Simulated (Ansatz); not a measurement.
# H2O on Mg(0001), hcp start, 2x2 cell: work function, bands and core levels, part 5 of 5

Aim: how the adsorbate changes the work function, the valence spectrum and the core levels in H2O on Mg(0001), hcp start, 2x2 cell.

Ansatz 0.2.0; DFT, PBE, plane-wave PAW, default files, scalar-relativistic.

So far, work function, upper face (eV): step 2 (the clean face) 3.76; step 3 (relaxing the atoms) 3.05; step 4 (layer-resolved bands, DOS and potential) 3.05.

### 6. Before relaxation

The unrelaxed cell shows how much of the result comes from relaxation.

input.yaml reads:

```yaml
crystal:
  lattice:
    - [6.38, 0.0, 0.0]
    - [3.19, 5.5252420761, 0.0]
    - [0.0, 0.0, 24.485]
  atoms:
    - { symbol: H, position: [0.40940807, 0.423827106, 0.693690014] }
    - { symbol: H, position: [0.171255801, 0.423827106, 0.693690014] }
    - { symbol: O, position: [0.334121427, 0.333333333, 0.683479681] }
    - { symbol: Mg, position: [0.0, 0.0, 0.624259751] }
    - { symbol: Mg, position: [0.5, 0.0, 0.624259751] }
    - { symbol: Mg, position: [0.0, 0.5, 0.624259751] }
    - { symbol: Mg, position: [0.5, 0.5, 0.624259751] }
    - { symbol: Mg, position: [0.833333333, 0.333333333, 0.518276496] }
    - { symbol: Mg, position: [0.333333333, 0.333333333, 0.518276496] }
    - { symbol: Mg, position: [0.833333333, 0.833333333, 0.518276496] }
    - { symbol: Mg, position: [0.333333333, 0.833333333, 0.518276496] }
    - { symbol: Mg, position: [0.0, 0.0, 0.412293241] }
    - { symbol: Mg, position: [0.5, 0.0, 0.412293241] }
    - { symbol: Mg, position: [0.0, 0.5, 0.412293241] }
    - { symbol: Mg, position: [0.5, 0.5, 0.412293241] }
    - { symbol: Mg, position: [0.833333333, 0.333333333, 0.306309986] }
    - { symbol: Mg, position: [0.333333333, 0.333333333, 0.306309986] }
    - { symbol: Mg, position: [0.833333333, 0.833333333, 0.306309986] }
    - { symbol: Mg, position: [0.333333333, 0.833333333, 0.306309986] }
kpoints:
  mp_grid: { grid: [6, 6, 1] }
scf:
  occupations: { method: fermi_dirac, width: 0.05 }
  n_extra_bands: 24
hamiltonian:
  xc: pbe
  pseudopotentials: { kind: paw }
output:
  forces: true
  write_potential: true
  volumetric_format: []
  dos:
    projected:
      site_lists:
        adsorbate: [0, 1, 2]
        layer_1: [3, 4, 5, 6]
        layer_2: [7, 8, 9, 10]
        layer_3: [11, 12, 13, 14]
        other_layers: [15, 16, 17, 18]
    de: 0.05
    e_range: [-30, 12]
    method: { smearing: { sigma: 0.15, scheme: gaussian } }
  eigenstates:
    kpoints:
      - [0.33333333, -0.33333333, 0.0]
      - [0.25, -0.375, 0.0]
      - [0.16666667, -0.41666667, 0.0]
      - [0.08333333, -0.45833333, 0.0]
      - [0.0, 0.5, 0.0]
      - [-0.08333333, 0.45833333, 0.0]
      # [... 29 more points ...]
      - [0.25, 0.5, 0.0]
      - [0.29166667, -0.41666667, 0.0]
    e_range: [-8.0, 4.0]
    unfold:
      supercell_matrix: [[2, 0, 0], [0, 2, 0], [0, 0, 1]]
      layers:
        axis: 3
        edges: [0.142945, 0.428731, 0.428831, 0.571167, 0.571267, 0.857053]
efield:
  axis: 3
  dipole_correction: true
```

On the command line:

```console
$ ansatz run input.yaml --threads 8 --pin off --max-ram 20480MiB --backend cpu --events-out ev --progress --plain --runs-dir out
```

Numbers of over 12 decimals in the logs are rounded to 6 here.

Log:

```text
[...]
Crystal: 19 atoms, lattice volume = 863.122 Å³
Basis set: ecut = 420 eV, 16905 PW (Γ), exchange–correlation on 90×90×360 points (8 copies of the dense FFT grid, shifted against one another)
Bands: 108, of which v1, the nominal top of the filled ones, is band 84 counted from 1 (83 counted from 0)
Symmetry: 1 space group operations
[...]
k-points: 20 of 36 (time reversal used)
[...]
SCF iter   1: F=—  HF=-31376.444927 eV  |F-HF|=—  |Δ(HF+E_count)|=         —  Δρ=1.97e-3  dr2=2.56e-1  ethr=1.77e-3  p=0.133 e·Å  D=2.79e-2 V/Å  ΔV_dip=-0.68 eV  dr2_dipole=4.74e-2  V_vac-E_F(+/−)=3.11/3.79 eV  ⟨swp⟩=11.6  Hψ=10940  notcnv=0  defer=150
[...]
SCF iter   7: F=-31376.420823 eV  HF=-31376.420823 eV  |F-HF|=3.42e-10  |Δ(HF+E_count)|=   1.60e-7  Δρ=9.35e-7  dr2=1.20e-8  ethr=5.95e-11  p=0.102 e·Å  D=2.14e-2 V/Å  ΔV_dip=-0.52 eV  dr2_dipole=3.02e-10  V_vac-E_F(+/−)=3.24/3.77 eV  ⟨swp⟩=23.6  Hψ=15980  notcnv=0
SCF 1 converged in 7 iterations: F = -31376.420823 eV  dr2 = 1.20e-8
[...]
SCF converged after 7 iterations
Free energy (F): -31376.420823 eV
[...]
Internal energy: -31376.356454 eV  (E = F + TS)
E sigma→0 (E₀):  -31376.388638 eV
Entropy (-TS):   -0.064370 eV (-3.388 meV/atom)
Fermi energy:    0.642918 eV
Dipole field:    D = 0.021426 V/Å  (p = 0.102202 e·Å, saw-weighted, corrected)
Work function:   Φ+ = 3.2425 eV   Φ− = 3.7671 eV
[...]
--- Forces (eV/Å), atoms counted from 1 ---
  atom   1  H      1.59195395     1.08212369     1.81823001
  atom   2  H     -2.17357609     1.51476625     2.00690428
  atom   3  O      0.58473700    -3.27086766    -0.97518893
  atom   4  Mg     0.00194412     0.00372535     0.07036472
  atom   5  Mg    -0.00325353    -0.38661173    -0.01236770
  atom   6  Mg    -0.93751537     0.52066196    -1.35577274
  atom   7  Mg     0.93632618     0.53347282    -1.38947135
  atom   8  Mg    -0.00086570     0.01705678    -0.03345166
  atom   9  Mg     0.00049298     0.01407548    -0.02700666
  atom  10  Mg    -0.00443406    -0.01555929    -0.00890764
  atom  11  Mg     0.00422732    -0.01652346    -0.00909939
  atom  12  Mg     0.00008368     0.00485317     0.04283672
  atom  13  Mg    -0.00018215     0.02872336     0.04823646
  atom  14  Mg     0.02186593    -0.01486879     0.04872392
  atom  15  Mg    -0.02182243    -0.01471788     0.04922128
  atom  16  Mg    -0.00033480    -0.00423847    -0.07390205
  atom  17  Mg     0.00035480     0.00586220    -0.04798325
  atom  18  Mg     0.01002960    -0.00075324    -0.07577792
  atom  19  Mg    -0.01003107    -0.00118516    -0.07566922
  max |Σ_I F_I| component: 8.11e-5 eV/Å
--- Band table (eV; the first three rows and the last of 20) ---
  k-point 0: bands = [... 80 lower, -0.5485, -0.4928, -0.4749, -0.4594, -0.1364, 0.8420, 0.8547, 0.8687, ... 20 higher]
  k-point 1: bands = [... 80 lower, -0.3364, -0.2676, -0.0455, 0.1566, 0.4087, 0.6897, 0.7171, 1.2995, ... 20 higher]
  k-point 2: bands = [... 80 lower, -0.2451, -0.0009, 0.1585, 0.6967, 0.8114, 1.5115, 1.6275, 1.6586, ... 20 higher]
  k-point 19: bands = [... 80 lower, -0.3422, -0.2177, 0.6656, 0.7102, 1.2027, 1.3051, 2.1848, 2.2187, ... 20 higher]
```

Elapsed: 98 s, on 8 threads of Arm Neoverse V1, shared host; peak memory 5.1 GiB; 13 min of CPU time.

Numbers from this step:

| Property | Result |
| --- | --- |
| free energy | -31376.4208 eV |
| energy at zero smearing | -31376.3886 eV |
| smearing term TS | 0.06437 eV |
| Fermi energy | 0.6429 eV |
| share of occupied states in no projected shell | 0.2114 of the occupied states in the window |
| DOS at the Fermi level | 8.150 states/eV/cell |
| work function, upper face | 3.243 eV |
| work function, lower face | 3.767 eV |

A(k,E), total over k along the path and E. Zero: Fermi level.

Ten even steps from '_' (0.02 eV⁻¹) to '@' (3.78 eV⁻¹), each cell a mean:
```
--::==::==++::::::::==++++++==--::::==::==::..--::::--++==--
--++++==##==....::--::::::::::--::....++::::--::::::::==**==
****==%%**::::..____::::::--::..__..::--::--::::::--++++==++
==--####--____::::..____________..::..::==--::++==--::----==
==++++--::..____..::::......::::::____..**----........==**==
==****--__::..______..::--::::..______::::==--::::--++++++==
@@%%--..::__::..__________________..::....--::++**++--..++@@
@@==::......__::::..____________..::..__::::--......::++**@@
----..::__::..__..--::......::--::____::..::==----++******==
..::::....__::..____..::::::::..__..::..__::==****++****::__
__..--..::..__::::______________..::..__::..--####**--..____
____::--..::..__..--::..____..::::____::::::--....__________
______--::..::______::------::..____::::..--..______________
______..--::..::..________________::::..--::________________
________::--....::::..________..--....--::..________________
__________::--::__..----------::__..::::..__________________
__________..--::::..____________::--::::____________________
____________..--::----::....::--::::::______________________
______________..--::..::::::::::--..________________________
__________________..----------::____________________________
______________________........______________________________
____________________..........______________________________
```
Columns: k along the path (Å⁻¹) from 0 to 3.11; rows upwards: E (eV) from -7.7 to 3.60.

Peaks of A(k,E) at the labelled points: for each region the eleven nearest the zero at most, each over 6 % of that point's highest, less those above the energy where the solved bands run out; weight and spread sum the levels within three half widths or 0.3 eV, so near peaks share levels. Peaks of the spectral function, the first 40 of 99 rows:

```
point  weight on  E (eV)  A (1/eV)  weight near the peak  rms spread of levels (eV)
    K      total   -7.26     0.496                 0.231                          0
    K      total   -0.32     6.386                  2.96                       0.03
    K      total    0.32     5.003                 2.503                      0.071
    K      total     1.5     2.419                 0.953                          0
    K      total    2.22     3.226                 2.077                      0.145
    K      total    3.12     2.328                 1.457                      0.166
    K      total    3.44     1.693                 1.816                       0.28
    K        top   -7.26      0.49                 0.231                          0
    K        top   -2.72     0.084                  0.04                      0.097
    K        top   -1.02     0.251                 0.103                      0.086
    K        top   -0.32     0.812                 0.343                      0.027
    K        top     0.3     1.328                 0.699                      0.084
    K        top    0.76     0.791                 0.495                      0.178
    K        top     1.5     0.749                 0.292                          0
    K        top    2.08     1.071                  0.57                      0.103
    K        top    3.12     0.598                 0.498                      0.168
    K        top    3.44     0.758                 0.627                      0.262
    K     middle   -0.32      3.33                 1.593                      0.027
    K     middle    0.32     0.895                 0.386                      0.078
    K     middle    0.76     0.519                  0.37                      0.188
    K     middle     1.5      0.74                 0.289                          0
    K     middle    2.22     1.134                 0.748                      0.152
    K     middle     3.1     0.688                 0.391                      0.157
    K     middle    3.42     0.409                 0.433                      0.221
    K     bottom   -0.32     2.239                 1.023                      0.032
    K     bottom    0.34     2.827                 1.501                      0.116
    K     bottom    1.48     0.931                 0.372                          0
    K     bottom    2.26      1.35                 0.721                      0.115
    K     bottom     3.1     1.043                 0.567                      0.146
    Γ      total   -7.32     0.875                 0.361                          0
    Γ      total   -6.58     2.118                 0.946                          0
    Γ      total   -5.76     2.101                 0.939                          0
    Γ      total   -4.46     2.076                 0.952                          0
    Γ      total    -2.8     2.054                 0.948                          0
    Γ      total    -1.2     1.828                 0.982                       0.14
    Γ      total    0.92     2.028                 0.949                      0.052
    Γ      total    2.36     1.414                 1.023                       0.19
    Γ      total    2.64     1.252                 0.887                      0.163
    Γ      total    3.36     2.336                  2.02                      0.193
    Γ      total    3.58     2.202                 2.003                       0.19
```

The DOS has structure finer than the step of the table below, so its rows give means over 2 eV, whole bins alone (the curve runs from -26.9 to 3.92 eV). Peaks (eV: height): total -1.8: 9.71, -0.9: 11.1, 1.7: 10.3, 2.2: 13.2; Mg 3s -4.1: 6.91, -2.9: 5.77, -1.8: 7.02, -1.0: 5.32; Mg 3p* -0.9: 5.85, 0.1: 6.25, 1.7: 8.59, 2.2: 10.6; O 2p -13.0: 5.05, -9.3: 5.88, -7.3: 6.25; H 1s -24.9: 1.66, -13.0: 2.01, -9.3: 0.322, 3.1: 0.475.

* holds the states left over by the projection beside any projected weight of its own. Table of DOS by E, zero at the Fermi level; means over each step; values in states/eV/cell:

```
E (eV)  total    Mg 3s  Mg 3p*    O 2p     H 1s     O 2s
   -24  0.743  0.00766  1.1e-4  0.0205    0.183    0.524
   -22      0        0       0       0        0        0
   -20      0        0       0       0        0        0
   -18      0        0       0       0        0        0
   -16      0        0       0       0        0        0
   -14  0.440  0.00327  4.6e-5   0.307    0.122   2.5e-5
   -12  0.560  0.00415  5.8e-5   0.390    0.156   3.2e-5
   -10  0.982   0.0447  0.0148   0.801   0.0439   0.0777
    -8   1.01    0.103  0.0137   0.876  0.00152   0.0116
    -6   1.73     1.65  0.0184  0.0571   2.8e-4  0.00254
    -4   4.22     3.93   0.227  0.0442  0.00281  0.00984
    -2   6.12     4.50    1.51  0.0348   0.0455   0.0231
     0   7.73     2.53    4.91  0.0457    0.198   0.0456
     2   9.85     1.53    7.87  0.0843    0.333   0.0378
```

Maxima picked by a test of local sharpness, so broad peaks and shoulders can be missing; peaks within 0.45 eV of a curve's cut are left out. Valence peaks, by row:

```
photon energy (eV)  binding energy (eV)  height (% of the maximum within 13 eV)  main shell  its share (%)
              21.2                 9.25                                   85.88        O 2p          93.84
              21.2                  7.3                                     100        O 2p          98.82
              21.2                 5.55                                   10.43        O 2p          55.34
              21.2                 4.85                                   9.877       Mg 3s          60.22
              21.2                 4.05                                    12.3       Mg 3s          68.99
              21.2                  1.8                                   15.75       Mg 3s          64.85
              21.2                  0.9                                    19.8        H 1s          43.32
              21.2                 0.25                                   18.51        H 1s          58.96
              40.8                 24.9                                   14.62        O 2s          72.35
              40.8                   13                                   59.41        O 2p          91.42
              40.8                 9.25                                   84.87        O 2p           95.5
              40.8                  7.3                                     100        O 2p          98.91
              40.8                 4.05                                   7.906       Mg 3s          49.58
              40.8                  2.8                                   7.552       Mg 3s          55.25
              40.8                  1.8                                   8.938       Mg 3s          53.51
              40.8                  0.9                                   10.44       Mg 3s          35.05
              40.8                 0.25                                   8.936        O 2p          25.59
              1487                 24.9                                   84.57        O 2s          99.45
              1487                   13                                   5.846        O 2p          81.34
              1487                 9.25                                   29.95        O 2s          67.08
              1487                 7.25                                   20.13        O 2p          42.73
              1487                 4.85                                   57.37       Mg 3s          97.53
              1487                 4.05                                   81.09       Mg 3s          97.19
              1487                 2.85                                   87.21       Mg 3s          96.49
              1487                  1.8                                     100       Mg 3s          94.48
              1487                 0.95                                   83.19       Mg 3s          88.81
              1487                 0.25                                   52.26       Mg 3s           81.3
              8048                 24.9                                   49.35        O 2s          99.47
              8048                 9.25                                   14.84        O 2s          79.01
              8048                 7.25                                   10.42       Mg 3s          73.42
              8048                 4.85                                   58.74       Mg 3s          98.94
              8048                 4.05                                    82.6       Mg 3s          98.68
              8048                 2.85                                   88.47       Mg 3s          98.36
              8048                  1.8                                     100       Mg 3s          97.53
              8048                 0.95                                   80.04       Mg 3s          95.28
              8048                 0.25                                   47.96       Mg 3s          91.78
```

From the Fermi level. Table of planar mean, electrostatic potential by z:

```
z (Å)  planar mean, electrostatic potential (eV)
  0.0                                       3.50
  0.5                                       3.61
  1.0                                       3.72
  1.5                                       3.77
  2.0                                       3.77
  2.5                                       3.77
  3.0                                       3.77
  3.5                                       3.76
  4.0                                       3.75
  4.5                                       3.72
  5.0                                       3.62
  5.5                                       3.32
  6.0                                       2.48
  6.5                                      0.287
  7.0                                      -5.32
  7.5                                      -11.9
  8.0                                      -5.16
  8.5                                      0.137
  9.0                                      0.572
  9.5                                      -3.52
 10.0                                      -11.4
 10.5                                      -6.90
 11.0                                     -0.332
 11.5                                      0.815
 12.0                                      -2.26
 12.5                                      -10.6
 13.0                                      -8.64
 13.5                                      -1.03
 14.0                                      0.913
 14.5                                      -1.38
 15.0                                      -9.31
 15.5                                      -10.7
 16.0                                      -2.74
 16.5                                     -0.946
 17.0                                     -0.738
 17.5                                       2.26
 18.0                                       2.98
 18.5                                       3.16
 19.0                                       3.22
 19.5                                       3.23
 20.0                                       3.24
 20.5                                       3.24
 21.0                                       3.24
 21.5                                       3.24
 22.0                                       3.24
 22.5                                       3.24
 23.0                                       3.24
 23.5                                       3.29
 24.0                                       3.40
```

Spectra as before, but with a recipe of its own (widths, and in some runs the light), which changes peak heights and what is resolved: Gaussian 0.2 eV, Lorentzian 0.1 eV plus 0.05 times the binding energy, linear light, analyser at 0°, emission 45° from the normal, Fermi edge at 77 K; some photon energies differ too.

Levels are drawn here with a half width of 0.15 eV, so heights of A(k,E) don't compare between steps with other widths.

Side by side:

```
                               quantity  this run  base run  difference
         work function, upper face (eV)    3.2426    3.0484       0.194
         work function, lower face (eV)    3.7668    3.8035     -0.0367
DOS at the Fermi level (states/eV/cell)    8.1503    8.8617      -0.711
```

The two runs differ clearly in the work function, upper face: 3.24 eV against 3.05 eV.

### 7. Outcome

| Item | Value |
| --- | --- |
| work function | 3.05 eV (other face 3.80 eV) |
| change from the clean face | -0.71 eV |
| Mg core shifts among the listed atoms, from the last listed one | +0.00 to +0.14 eV |

What this shows: The Fermi level of H2O on Mg(0001), hcp start, 2x2 cell lies 3.05 eV (other face 3.80 eV) below the vacuum, a change of -0.71 eV from the clean face. No level with weight over 0.3 between −3.0 and 3.0 eV at the labelled points has over 60 % of its weight in the top region and under 6 % in the middle, the test used here for a surface state; levels near these limits can still be surface states of a thicker slab. The group slid 1.6 Å sideways from its starting site. After relaxation O3 stands 2.43 Å above the top layer, bonded to 1 Mg atom at 2.22 Å. The bare lower face differs from the lower face of the clean 1×1 slab by 0.04 eV, a measure of the error from mesh and slab. Core shifts: Mg +0.00 to +0.14 eV. At 21.2 eV the valence spectrum has its highest listed peaks within 10.8 eV at 5.8 eV (O 2p) and 7.6 eV (O 2p). At 1486.7 eV the valence spectrum has its highest listed peaks within 13 eV at 1.1 eV (Mg 3s), 1.9 eV (Mg 3s), 2.8 eV (Mg 3s), 3.9 eV (Mg 3s) and 7.6 eV (O 2s). The shell named is the one with most of the intensity, cross sections included, not always the one with most states there. With the starting positions, the work function moves from 3.05 to 3.24 eV. The slab's own atoms span 8.1 Å, so bulk bands appear as a few quantum-well levels, and states of the two faces can mix. The program warns of density or levels in the vacuum in some of these runs, so vacuum levels and energy differences can be a little off.

[Logs are printed without paths, hosts, clocks, repeated set-up lines and the standing remarks that a program may print on its own settings, such as how far it seeks lower states.]

[Hosts, paths, dates, database ids (printed as entryN), source tags and the programs' standing remarks are cut or masked in the printed files.]

[Maps of the electrostatic potential energy from Ansatz leave out the sawtooth potential of an applied field or a dipole correction, so their vacuum need not be flat; work functions include it.]
